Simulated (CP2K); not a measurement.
Consider 2-mercaptopyrimidine at its PBE geometry (Å).

```xyz
11

S     2.8534   -0.5159   -0.3591
C     1.1247   -0.2413   -0.1554
N     0.3538   -1.2796   -0.5378
C    -0.9678   -1.0967   -0.3962
C    -1.5158    0.0832    0.1099
C    -0.6120    1.0827    0.4731
N     0.7173    0.9420    0.3500
H     3.1927    0.7017    0.1191
H    -1.6030   -1.9318   -0.7017
H    -2.5899    0.2181    0.2179
H    -0.9535    2.0376    0.8803
```

Method: CP2K XAS_TDP, all-electron GAPW, PBEh(45%), aug-cc-pVDZ, TDA, GW2X-corrected core level, no relativity.

Q: Where do the C K-edge lines lie, and how strong are they?

Leading lines: C2 287.90 eV, C4 287.33 eV and C5 287.26 eV. The leading line of an atom is its first one with 35 % of the strongest within 2.5 eV of its lowest line over the strength cut. Core ionisation energies at this level: C4 293.69, C5 292.37 and C2 294.05 eV.

The first six lines of each atom with a strength over 0.0015:

```
                     atom  energy (eV)  states  strength, one atom  above the computed threshold
 C2 (bonded to 2 N and S)       287.90       1              0.0641                              
                                291.08       1              0.0355                              
                                293.33       1              0.0022                              
                                293.49       1              0.0017                              
                                294.51       1              0.0049                           yes
                                294.63       1              0.0043                           yes
C4 (bonded to C, N and H)       287.33       1              0.0582                              
                                291.55       1              0.0121                              
                                292.61       1              0.0031                              
                                293.24       1              0.0033                              
                                293.51       1              0.0030                              
                                294.22       1              0.0074                           yes
 C5 (bonded to 2 C and H)       287.26       1              0.0473                              
                                290.09       1              0.0117                              
                                291.46       1              0.0035                              
                                291.78       1              0.0054                              
                                292.87       1              0.0069                           yes
                                292.98       1              0.0065                           yes
```

Lines are vertical, at one geometry, with no vibrational structure. GW2X ionisation energies and lines can be off by 1 to 2 eV either way, and a good line position may hide errors that cancel. Atoms with the same bonds but other surroundings in this conformer are left out. These values hold no scalar relativity, about 0.1 eV for C 1s. Rydberg lines, and the discretised continuum above threshold, depend on the basis and the box.

[Banner, clock and machine lines of the logs are left out without a mark of their own.]

[Logs are printed without paths, hosts, clocks, repeated set-up lines and the standing remarks that a program may print on its own settings, such as how far it seeks lower states.]

[Hosts, paths, dates, database ids (printed as entryN), source tags and the programs' standing remarks are cut or masked in the printed files.]
